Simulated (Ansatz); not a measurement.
The compound is LiMnF4 (C2/m).

It takes space group C2/m (No. 12, monoclinic). The conventional cell has a = 6.563 Å, b = 6.241 Å, c = 3.119 Å, α = 90.00°, β = 93.26°, γ = 90.00°. Nearest to Li lie 6 F at 2.00 to 2.02 Å. Nearest to Mn lie 6 F at 1.83 to 2.16 Å. F has 1 Mn at 1.83 Å and 2 Li at 2.02 Å nearest. Nearest to F lie 2 Mn at 1.88 to 2.16 Å and 1 Li at 2.00 Å. Farther neighbours and most contacts between anions are not listed.

```cif
data_structure
_symmetry_space_group_name_H-M 'P 1'
_symmetry_Int_Tables_number 1
_cell_length_a 4.5284
_cell_length_b 4.5284
_cell_length_c 3.1188
_cell_angle_alpha 92.365
_cell_angle_beta 92.365
_cell_angle_gamma 87.117
_cell_volume 63.77
loop_
_atom_site_label
_atom_site_type_symbol
_atom_site_fract_x
_atom_site_fract_y
_atom_site_fract_z
_atom_site_occupancy
Li1 Li 0.50000 0.50000 0.00000 1
Mn2 Mn 0.00000 0.00000 0.50000 1
F3 F 0.29305 0.70695 0.50000 1
F4 F 0.70695 0.29305 0.50000 1
F5 F 0.19549 0.19549 0.96663 1
F6 F 0.80451 0.80451 0.03337 1
```

The cell and positions are those that the Materials Project relaxed with its own functionals (PBE, PBE+U or r2SCAN), kept fixed. The program's search for lower electronic states was switched off, so nothing shows that the state found is the lowest. PAW set soft_2, made with PBE.

A constrained-RPA run (Ansatz 0.2.0; non-magnetic LDA; Mn t2g, bands v2 to c1, 4×4×6 mesh, medium accuracy) builds 3 functions on bands 0.53 eV wide, with 4.0 electrons in the window. The bare on-site interaction is 19.7 eV and the bare J 0.70 eV.

Q: What U and J survive the screening?

On the Mn t2g shell, U = 3.95 eV (20 % of the bare value), U′ = 2.86 eV, J = 0.50 eV.

The parent state is non-magnetic and the interaction static (zero frequency); U depends on the window and the orbitals, so it belongs to this model alone. A model of the t2g bands alone assumes low spin; where the ion is high-spin, as for many Cr, Mn, Fe and Co compounds, the eg bands are needed too.

[Paths, hosts, dates, memory and timing lines, banners, echoed tables and standing remarks are left out of the program output.]

[Logs are printed without paths, hosts, clocks, repeated set-up lines and the standing remarks that a program may print on its own settings, such as how far it seeks lower states.]

[Runs of the session that timed out or met a known fault of the program may be left out.]

[Hosts, paths, dates, database ids (printed as entryN), source tags and the programs' standing remarks are cut or masked in the printed files.]
